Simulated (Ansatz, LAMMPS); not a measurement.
# Elastic response of glassy NaFeSi2O6 (120 atoms), part 2 of 4

Aim: relax glassy NaFeSi2O6 (120 atoms), then change its volume to read the bulk modulus from the stress.

Ansatz 0.2.0; Kohn-Sham DFT, PBE, PAW (set soft_2), plane waves.

The cell: 12 Fe, 12 Na, 72 O and 24 Si. The quench rate of 10 K/ps is many orders above laboratory rates. The network of bonds at the start is that of the classical potential that made the cell. Without a Hubbard term or exact exchange, open shells on Fe are likely too delocalised. The Brillouin zone is sampled at Γ only.

So far. Step 2 (Single point at the start): The r.m.s. force at the start is 1.3 eV/Å.

## (3) Cell and atoms relaxed

The cell is relaxed with the atoms, since the starting lattice needn't suit this functional.

Input file input.yaml:

```yaml
crystal:
  lattice:
    - [11.8563, 0.0, 0.0]
    - [0.0, 11.8563, 0.0]
    - [0.0, 0.0, 11.8563]
  atoms:
    [... the 120 atom lines of step 2 ...]
magnetization:
  spin_polarized: true
kpoints:
  mp_grid: { grid: [1, 1, 1] }
hamiltonian:
  xc: pbe
scf:
  occupations: { method: fermi_dirac, width: 0.05 }
  lower_state_search: "off"
output:
  forces: true
relax:
  f_tol: 0.05
  max_steps: 150
  cell: {}
```

On the command line:

```bash
> ansatz run input.yaml --threads 8 --pin off --max-ram 15872MiB --backend cpu --events-out ev --progress --plain --runs-dir out
```

Numbers of over 12 decimals in the logs are rounded to 6 here.

What it wrote:

```text
[...]
Crystal: 120 atoms, lattice volume = 1666.662 Å³
Basis set: ecut = 420 eV, 32531 PW (Γ), exchange–correlation on 160×160×160 points (8 copies of the dense FFT grid, shifted against one another)
Bands: 564, of which v1, the nominal top of the filled ones, is band 414 counted from 1 (413 counted from 0)
Symmetry: 1 space group operations
[...]
k-points: 1
[...]
Starting moments: Σ|m| = 60 μB on 12 of 120 sites
[...]
SCF iter   1: F=—  HF=-127915.995554 eV  |F-HF|=—  |Δ(HF+E_count)|=         —  Δρ=2.07e-1 (↑2.07e-1 ↓2.02e-1)  dr2=2.84e3  dr2_m=2.64e2  M=1.249 μB ∫|m|=17.218 μB  β_m=0.30  ethr=3.10e-3  ⟨swp⟩=6.0  Hψ=4524  notcnv=0  defer=124
[...]
SCF iter  35: F=-127791.172089 eV  HF=-127791.172089 eV  |F-HF|=1.44e-9  |Δ(HF+E_count)|=   1.61e-8  Δρ=5.32e-7 (↑5.32e-7 ↓4.46e-7)  dr2=1.78e-8  dr2_m=1.21e-9  M=-0.009 μB ∫|m|=55.315 μB  ethr=1.21e-11  ⟨swp⟩=3.0  Hψ=2344  notcnv=0
SCF 1 converged in 35 iterations: F = -127791.172089 eV  dr2 = 1.78e-8
[...]
relax step   1: F+E_penalty+E_count = -127791.17208862 eV  Δ(F+E_penalty+E_count) = +0.000e0 eV  max|allowed force component| = 4.980e0 eV/Å  Δτ_max = 0.0000 Å  P = +4.184 GPa  Ω = 1666.662 Å³  (35 SCF iters, dr2 threshold 1.00e-7 eV, accepted)
[... from here on, the SCF cycles and remarks between the steps are left out ...]
relax step   2: F+E_penalty+E_count = -127796.41624289 eV  Δ(F+E_penalty+E_count) = -5.244e0 eV  max|allowed force component| = 3.178e0 eV/Å  Δτ_max = 0.1950 Å  P = +2.281 GPa  Ω = 1660.595 Å³  energy of the carried Pulay correction = +1.978e-2 eV  (12 SCF iters, dr2 threshold 1.20e-5 eV, accepted)
relax step   3: F+E_penalty+E_count = -127799.83703258 eV  Δ(F+E_penalty+E_count) = -3.421e0 eV  max|allowed force component| = 1.189e0 eV/Å  Δτ_max = 0.1950 Å  P = +0.060 GPa  Ω = 1659.759 Å³  energy of the carried Pulay correction = +2.252e-2 eV  (12 SCF iters, dr2 threshold 1.20e-5 eV, accepted)
relax step   4: F+E_penalty+E_count = -127800.79113946 eV  Δ(F+E_penalty+E_count) = -9.541e-1 eV  max|allowed force component| = 5.307e-1 eV/Å  Δτ_max = 0.1947 Å  P = -0.280 GPa  Ω = 1653.786 Å³  energy of the carried Pulay correction = +4.208e-2 eV  (12 SCF iters, dr2 threshold 1.20e-5 eV, accepted)
relax step   5: F+E_penalty+E_count = -127801.23823443 eV  Δ(F+E_penalty+E_count) = -4.471e-1 eV  max|allowed force component| = 4.285e-1 eV/Å  Δτ_max = 0.2000 Å  P = -0.227 GPa  Ω = 1649.776 Å³  energy of the carried Pulay correction = +5.525e-2 eV  (12 SCF iters, dr2 threshold 1.20e-5 eV, accepted)
relax step   6: F+E_penalty+E_count = -127801.73641552 eV  Δ(F+E_penalty+E_count) = -4.982e-1 eV  max|allowed force component| = 2.724e-1 eV/Å  Δτ_max = 0.1952 Å  P = -0.199 GPa  Ω = 1642.849 Å³  energy of the carried Pulay correction = +7.808e-2 eV  (12 SCF iters, dr2 threshold 1.15e-5 eV, accepted)
relax step   7: F+E_penalty+E_count = -127801.93777490 eV  Δ(F+E_penalty+E_count) = -2.014e-1 eV  max|allowed force component| = 3.694e-1 eV/Å  Δτ_max = 0.1962 Å  P = -0.050 GPa  Ω = 1640.520 Å³  energy of the carried Pulay correction = +8.577e-2 eV  (12 SCF iters, dr2 threshold 4.64e-6 eV, accepted)
relax step   8: F+E_penalty+E_count = -127802.04984355 eV  Δ(F+E_penalty+E_count) = -1.121e-1 eV  max|allowed force component| = 2.112e-1 eV/Å  Δτ_max = 0.2000 Å  P = -0.069 GPa  Ω = 1641.953 Å³  energy of the carried Pulay correction = +8.104e-2 eV  (11 SCF iters, dr2 threshold 8.53e-6 eV, accepted)
relax step   9: F+E_penalty+E_count = -127802.14984225 eV  Δ(F+E_penalty+E_count) = -1.000e-1 eV  max|allowed force component| = 2.011e-1 eV/Å  Δτ_max = 0.1957 Å  P = +0.051 GPa  Ω = 1640.403 Å³  energy of the carried Pulay correction = +8.616e-2 eV  (13 SCF iters, dr2 threshold 2.79e-6 eV, accepted)
relax step  10: F+E_penalty+E_count = -127802.21597374 eV  Δ(F+E_penalty+E_count) = -6.613e-2 eV  max|allowed force component| = 1.338e-1 eV/Å  Δτ_max = 0.2000 Å  P = -0.019 GPa  Ω = 1644.932 Å³  energy of the carried Pulay correction = +7.120e-2 eV  (12 SCF iters, dr2 threshold 2.53e-6 eV, accepted)
relax step  11: F+E_penalty+E_count = -127802.23424099 eV  Δ(F+E_penalty+E_count) = -1.827e-2 eV  max|allowed force component| = 2.189e-1 eV/Å  Δτ_max = 0.1212 Å  P = -0.146 GPa  Ω = 1647.594 Å³  energy of the carried Pulay correction = +6.243e-2 eV  (12 SCF iters, dr2 threshold 1.12e-6 eV, accepted)
relax step  12: F+E_penalty+E_count = -127802.29556718 eV  Δ(F+E_penalty+E_count) = -6.133e-2 eV  max|allowed force component| = 2.146e-1 eV/Å  Δτ_max = 0.2000 Å  P = +0.028 GPa  Ω = 1648.475 Å³  energy of the carried Pulay correction = +5.953e-2 eV  (13 SCF iters, dr2 threshold 2.99e-6 eV, accepted)
relax step  13: F+E_penalty+E_count = -127802.32469935 eV  Δ(F+E_penalty+E_count) = -2.913e-2 eV  max|allowed force component| = 1.256e-1 eV/Å  Δτ_max = 0.0783 Å  P = -0.006 GPa  Ω = 1650.011 Å³  energy of the carried Pulay correction = +5.447e-2 eV  (11 SCF iters, dr2 threshold 2.88e-6 eV, accepted)
[...]
relax step  17: F+E_penalty+E_count = -127802.45090816 eV  Δ(F+E_penalty+E_count) = -1.497e-2 eV  max|allowed force component| = 1.918e-1 eV/Å  Δτ_max = 0.0956 Å  P = +0.107 GPa  Ω = 1650.854 Å³  energy of the carried Pulay correction = +5.170e-2 eV  (12 SCF iters, dr2 threshold 1.31e-6 eV, accepted)
relax step  18: F+E_penalty+E_count = -127802.48551230 eV  Δ(F+E_penalty+E_count) = -3.460e-2 eV  max|allowed force component| = 1.685e-1 eV/Å  Δτ_max = 0.2000 Å  P = -0.107 GPa  Ω = 1652.037 Å³  energy of the carried Pulay correction = +4.782e-2 eV  (13 SCF iters, dr2 threshold 2.30e-6 eV, accepted)
relax step  19: F+E_penalty+E_count = -127802.50896669 eV  Δ(F+E_penalty+E_count) = -2.345e-2 eV  max|allowed force component| = 1.219e-1 eV/Å  Δτ_max = 0.0460 Å  P = -0.125 GPa  Ω = 1651.107 Å³  energy of the carried Pulay correction = +5.087e-2 eV  (11 SCF iters, dr2 threshold 1.77e-6 eV, accepted)
relax step  20: F+E_penalty+E_count = -127802.50662914 eV  Δ(F+E_penalty+E_count) = +2.338e-3 eV  max|allowed force component| = 2.878e-1 eV/Å  Δτ_max = 0.2000 Å  P = -0.027 GPa  Ω = 1648.486 Å³  energy of the carried Pulay correction = +5.949e-2 eV  (13 SCF iters, dr2 threshold 9.29e-7 eV, rejected (line search))
relax step  21: F+E_penalty+E_count = -127802.53779141 eV  Δ(F+E_penalty+E_count) = -2.882e-2 eV  max|allowed force component| = 6.871e-2 eV/Å  Δτ_max = 0.0951 Å  P = +0.102 GPa  Ω = 1648.764 Å³  energy of the carried Pulay correction = +5.858e-2 eV  (19 SCF iters, accepted)
relax step  22: F+E_penalty+E_count = -127802.53649172 eV  Δ(F+E_penalty+E_count) = +1.300e-3 eV  max|allowed force component| = 1.286e-1 eV/Å  Δτ_max = 0.1000 Å  P = -0.028 GPa  Ω = 1649.158 Å³  energy of the carried Pulay correction = +5.728e-2 eV  (13 SCF iters, dr2 threshold 2.95e-7 eV, rejected (line search))
relax step  23: F+E_penalty+E_count = -127802.54312368 eV  Δ(F+E_penalty+E_count) = -5.332e-3 eV  max|allowed force component| = 5.415e-2 eV/Å  Δτ_max = 0.0487 Å  P = -0.024 GPa  Ω = 1649.334 Å³  energy of the carried Pulay correction = +5.670e-2 eV  (19 SCF iters, accepted)
relax step  24: F+E_penalty+E_count = -127802.54567081 eV  Δ(F+E_penalty+E_count) = -2.547e-3 eV  max|allowed force component| = 6.802e-2 eV/Å  Δτ_max = 0.0500 Å  P = +0.022 GPa  Ω = 1647.263 Å³  energy of the carried Pulay correction = +6.352e-2 eV  (13 SCF iters, dr2 threshold 1.83e-7 eV, rejected (line search))
relax step  25: F+E_penalty+E_count = -127802.54773926 eV  Δ(F+E_penalty+E_count) = -4.616e-3 eV  max|allowed force component| = 4.069e-2 eV/Å  Δτ_max = 0.0247 Å  P = +0.006 GPa  Ω = 1648.460 Å³  energy of the carried Pulay correction = +5.958e-2 eV  (19 SCF iters, accepted)
relax step  26: F+E_penalty+E_count = -127802.56648753 eV  Δ(F+E_penalty+E_count) = -1.875e-2 eV  max|allowed force component| = 4.138e-2 eV/Å  Δτ_max = 0.0000 Å  P = +0.009 GPa  Ω = 1648.460 Å³  stress off target by 2.29e-1 GPa  SCF on the basis re-selected at this cell (its energy is not comparable with the rows above)  (13 SCF iters)
relax step  27: F+E_penalty+E_count = -127802.57304355 eV  Δ(F+E_penalty+E_count) = -6.556e-3 eV  max|allowed force component| = 3.763e-2 eV/Å  Δτ_max = 0.0250 Å  P = -0.004 GPa  Ω = 1649.345 Å³  energy of the carried Pulay correction = -3.054e-3 eV  (12 SCF iters, dr2 threshold 1.31e-7 eV, accepted)
relax step  28: F+E_penalty+E_count = -127802.58019934 eV  Δ(F+E_penalty+E_count) = -7.156e-3 eV  max|allowed force component| = 3.768e-2 eV/Å  Δτ_max = 0.0000 Å  P = +0.000 GPa  Ω = 1649.345 Å³  stress off target by 4.13e-2 GPa  SCF on the basis re-selected at this cell (its energy is not comparable with the rows above)  (11 SCF iters)
[...]
SCF converged after 11 iterations
Magnetization: 0.0029 μB (414.0015 up, 413.9985 down)
Absolute magnetization: 55.4236 μB (∫|ρ↑−ρ↓|, with the PAW one-centre terms)
[...]
Per-site moments (μB) at R_I (Å): [(3.429629, 0.751298), (3.714335, 0.794022), (-3.472120, 0.758437), (3.560859, 0.761014), (3.661939, 0.775552), [...]
Free energy (F): -127802.580199 eV
[...]
Internal energy: -127802.577157 eV  (E = F + TS)
E sigma→0 (E₀):  -127802.578678 eV
Entropy (-TS):   -0.003042 eV (-0.025 meV/atom)
Fermi energy:    4.653840 eV
[...]
--- Forces (eV/Å), atoms counted from 1 ---
  atom   1  Fe    -0.00715737    -0.00890929    -0.01915691
  atom   2  Fe    -0.00397592    -0.00417368     0.00035926
  atom   3  Fe    -0.01051723    -0.00235699     0.01793040
  atom   4  Fe    -0.00140216    -0.00246948    -0.01401476
  atom   5  Fe    -0.01402075    -0.00448969     0.00862560
  atom   6  Fe    -0.03767788     0.00181214    -0.00732370
  atom   7  Fe    -0.00852017    -0.01348642    -0.00731043
  atom   8  Fe    -0.00984357     0.00304057    -0.00029533
  atom   9  Fe    -0.01157312     0.00764876     0.01336909
  atom  10  Fe    -0.00252067    -0.02042927    -0.00077007
  atom  11  Fe     0.01314474    -0.01317931     0.01607317
  atom  12  Fe    -0.01073814     0.01118260    -0.00223009
  atom  13  Na     0.00913698     0.00653398     0.00113615
  atom  14  Na    -0.00196030    -0.00843450     0.00190048
[...]
atom 119  Si    -0.02408841     0.00190857    -0.00307370
  atom 120  Si     0.00848715     0.00899541    -0.00517833
  max |Σ_I F_I| component: 7.94e-5 eV/Å
--- Stress (GPa, compression-positive) ---
        0.003129       0.020522      -0.025651
        0.020522       0.019625      -0.008414
       -0.025651      -0.008414      -0.021931
  P = ⅓ Tr σ = 0.0003 GPa (0.003 kbar)
--- Relaxed structure (26 steps of the walk, 23 accepted, 2 SCFs on fresh bases) ---
  F+E_penalty+E_count = -127802.58019934 eV   max|allowed force component| = 3.768e-2 eV/Å   (the final SCF, on the basis selected at the relaxed cell)
  cell:  # Å, volume = 1649.3449 Å³
    - [11.793373, 0.221847, -0.214037]
    - [0.221847, 12.100563, 0.074770]
    - [-0.214037, 0.074770, 11.565990]
  atoms:
    - { symbol: Fe, position: [0.050609, 0.987854, 0.502519] }
    - { symbol: Fe, position: [0.853296, 0.069157, 0.650900] }
    - { symbol: Fe, position: [0.137105, 0.432828, 0.505754] }
    - { symbol: Fe, position: [0.378469, 0.697042, 0.785787] }
[...]
- { symbol: Si, position: [0.519475, 0.267879, 0.620146] }
```

It took 21 min on 8 threads of Intel Xeon at 2.70GHz, shared host; peak memory 4.7 GiB; 2.5 h of CPU time.

The relaxation converged after 26 steps, with a largest force component of 0.038 eV/Å.

(Continued in part 3 of 4.)

[Logs are printed without paths, hosts, clocks, repeated set-up lines and the standing remarks that a program may print on its own settings, such as how far it seeks lower states.]

[Hosts, paths, dates, database ids (printed as entryN), source tags and the programs' standing remarks are cut or masked in the printed files.]
